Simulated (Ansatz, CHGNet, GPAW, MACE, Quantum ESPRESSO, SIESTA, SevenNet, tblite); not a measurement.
**Ru(0001) slab (54 atoms), the built cell with every atom moved at random**

Geometry: the built cell with every atom moved at random. Computed with Ansatz 0.2.0: Kohn-Sham DFT, PBE, PAW, plane waves; cutoff 420 eV, Γ point, fermi-dirac smearing of 0.05 eV.

Extended XYZ; positions in Å, forces in eV/Å, q the Löwdin charge in e:

```xyz
54
Lattice="8.118 0.000 0.000 4.059 7.030 0.000 0.000 0.000 22.705" Properties=species:S:1:pos:R:3:charge:R:1:forces:R:3 pbc="T T T"
Ru 8.047 0.004 6.042 0.07 0.157 0.626 1.199
Ru 8.117 1.575 8.124 0.07 0.125 -0.220 -1.028
Ru 12.160 7.015 10.258 0.11 -0.090 -0.193 -0.070
Ru 8.182 1.510 12.433 0.11 -0.125 0.307 -0.561
Ru 8.116 0.036 14.569 0.08 0.099 -0.111 1.133
Ru 8.164 1.525 16.746 0.06 -0.105 -0.248 -1.382
Ru 2.731 0.005 5.979 0.05 0.353 0.050 1.347
Ru 2.717 1.630 8.153 0.09 -0.144 -0.248 -0.644
Ru 2.728 0.013 10.317 0.12 0.083 0.392 -0.482
Ru 2.731 1.562 12.476 0.12 -0.415 0.164 -0.317
Ru 2.724 0.006 14.503 0.09 0.311 -0.194 1.140
Ru 2.704 1.555 16.709 0.06 -0.108 0.107 -1.055
Ru 9.457 2.321 5.991 0.06 -0.237 -0.194 1.364
Ru 9.507 3.930 8.131 0.09 -0.709 -0.239 -0.560
Ru 1.369 2.337 10.279 0.10 -0.219 0.416 0.162
Ru 9.465 3.938 12.480 0.10 -0.259 0.122 -0.532
Ru 9.452 2.364 14.605 0.08 0.009 -0.241 0.897
Ru 9.493 3.945 16.647 0.06 0.033 0.005 -0.916
Ru 9.470 7.008 6.007 0.06 -0.077 -0.396 1.135
Ru 5.357 1.558 8.147 0.09 -0.072 0.344 -0.479
Ru 5.386 0.019 10.324 0.12 0.277 -0.177 -0.002
Ru 5.398 1.594 12.415 0.12 0.029 0.435 -0.087
Ru 5.392 0.022 14.578 0.08 -0.141 0.207 1.003
Ru 5.440 1.580 16.709 0.06 0.094 0.162 -1.420
Ru 4.032 2.358 5.972 0.06 -0.124 0.149 0.842
Ru 4.079 3.893 8.164 0.08 0.545 -0.512 -0.643
Ru 4.051 2.324 10.313 0.11 -0.175 -0.137 0.045
Ru 4.063 3.934 12.450 0.12 0.180 -0.432 -0.249
Ru 4.046 2.350 14.596 0.08 0.197 -0.033 1.068
Ru 4.036 3.903 16.737 0.05 0.032 -0.129 -1.402
Ru 2.705 4.664 6.022 0.06 0.254 -0.069 0.861
Ru 10.859 6.215 8.099 0.08 -0.453 0.414 -0.756
Ru 10.823 4.715 10.305 0.12 0.134 0.151 0.213
Ru 10.848 6.262 12.467 0.11 -0.198 -0.181 -0.280
Ru 10.813 4.686 14.565 0.08 0.376 0.003 1.053
Ru 10.838 6.233 16.667 0.06 0.002 0.300 -1.079
Ru 6.755 2.352 5.992 0.05 0.194 0.139 1.234
Ru 6.716 3.900 8.110 0.08 0.064 0.552 -0.774
Ru 6.749 2.391 10.326 0.11 0.591 -0.046 0.066
Ru 6.711 3.920 12.441 0.11 0.225 0.020 -0.403
Ru 6.789 2.375 14.595 0.08 0.392 -0.556 1.023
Ru 6.765 3.926 16.687 0.06 -0.266 0.109 -1.147
Ru 5.375 4.695 6.009 0.06 0.368 -0.282 1.143
Ru 5.398 6.265 8.123 0.08 -0.044 0.204 -0.925
Ru 5.388 4.727 10.353 0.12 0.054 0.095 -0.251
Ru 5.397 6.270 12.436 0.12 -0.337 0.422 -0.210
Ru 5.418 4.724 14.580 0.08 -0.255 -0.276 1.091
Ru 5.448 6.227 16.690 0.05 -0.128 0.239 -0.752
Ru 8.124 4.741 5.956 0.06 -0.444 0.088 1.338
Ru 8.153 6.215 8.094 0.08 -0.022 -0.104 -0.927
Ru 8.111 4.712 10.274 0.11 -0.292 -0.695 0.185
Ru 8.085 6.305 12.375 0.12 0.669 -0.760 0.050
Ru 8.103 4.705 14.588 0.08 -0.393 0.394 0.838
Ru 8.137 6.245 16.695 0.05 -0.011 0.057 -1.100
```

Only the Γ point is sampled, in a cell whose shortest periodic width is 7 Å, which is coarse for a cell with partly filled levels. Among metals, projection charges depend strongly on the orbitals used. The Löwdin charges lack the electrons that the projection spills, 0.084 e an atom on average.

The r.m.s. force component is 0.556 eV/Å; the longest force, 1.43 eV/Å, acts on Ru24.

[Logs are printed without paths, hosts, clocks, repeated set-up lines and the standing remarks that a program may print on its own settings, such as how far it seeks lower states.]

[Hosts, paths, dates, database ids (printed as entryN), source tags and the programs' standing remarks are cut or masked in the printed files.]
